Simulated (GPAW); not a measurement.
A computed N K-edge spectrum of one site in a crystal of Hf, N and Sr, with its zero at a photon energy of about 392.4 eV (raw 400.2 eV, less 7.8 eV of added terms; LDA puts this hole about 4 eV below PBE, itself good to a few eV). Method: GPAW, LDA, excited-electron core hole (neutral cell) in a small cell, dipole transitions, broadening that rises with energy, without spin-orbit coupling.

Energy from the lowest empty level; intensity scaled to a mean of 1 over the first 20 eV:

```
E (eV)  intensity
  -2.0       0.00
  -1.5       0.00
  -1.0       0.00
  -0.5       0.06
   0.0       0.26
   0.5       0.50
   1.0       0.76
   1.5       0.96
   2.0       1.35
   2.5       1.73
   3.0       1.82
   3.5       1.48
   4.0       0.94
   4.5       0.82
   5.0       1.24
   5.5       1.73
   6.0       1.81
   6.5       1.65
   7.0       1.93
   7.5       2.33
   8.0       2.17
   8.5       1.64
   9.0       1.26
   9.5       1.16
  10.0       1.15
  10.5       1.10
  11.0       0.92
  11.5       0.70
  12.0       0.55
  12.5       0.48
  13.0       0.47
  13.5       0.51
  14.0       0.56
  14.5       0.61
  15.0       0.63
  15.5       0.59
  16.0       0.51
  16.5       0.43
  17.0       0.39
  17.5       0.40
  18.0       0.45
  18.5       0.51
  19.0       0.57
  19.5       0.62
  20.0       0.66
  20.5       0.69
  21.0       0.71
  21.5       0.70
  22.0       0.69
  22.5       0.67
  23.0       0.65
  23.5       0.64
  24.0       0.65
  24.5       0.67
  25.0       0.72
  25.5       0.78
  26.0       0.84
  26.5       0.91
  27.0       0.97
  27.5       1.00
  28.0       1.00
  28.5       0.97
  29.0       0.92
  29.5       0.85
  30.0       0.78
  30.5       0.73
  31.0       0.69
```

Q: What surroundings does the absorber have?

A K edge sees empty p states; the first features are N p mixed into the empty d states of the Hf neighbours, and the broad ones above probably into the cations' higher empty bands. It is atom 3 of SrHfN2 (R-3m), with 3 Hf at 2.26 Å and 3 Sr at 2.64 Å (distorted octahedral, site symmetry 3m). Its main maxima below 24 eV lie at 2.9 eV (1.84), 5.8 eV (1.84), 7.6 eV (2.35), 14.9 eV (0.63) and 21.2 eV (0.71). A near-edge spectrum doesn't fix the structure by itself; it is matched against candidates. The mesh is coarse (0.28 Å⁻¹ between points), so small maxima may be mesh ripples. Lifetime broadening is put in by hand, and intensities beyond about 20 eV depend on it and on the partial waves; weight that the partial waves miss at high energy is lost. The structure is a computed Materials Project entry and may be a hypothetical form.

[Banner, clock and machine lines of the logs are left out without a mark of their own.]

[Logs are printed without paths, hosts, clocks, repeated set-up lines and the standing remarks that a program may print on its own settings, such as how far it seeks lower states.]

[Hosts, paths, dates, database ids (printed as entryN), source tags and the programs' standing remarks are cut or masked in the printed files.]

[Lists of maxima count a maximum above −3 eV only where it reaches 4 % of the highest in the window and stands out from its surroundings by 2 % of it (1.5 % where it reaches 55 %); shoulders and weaker maxima are passed over, and of the rest the first, up to two pre-edge ones and the few strongest are named.]
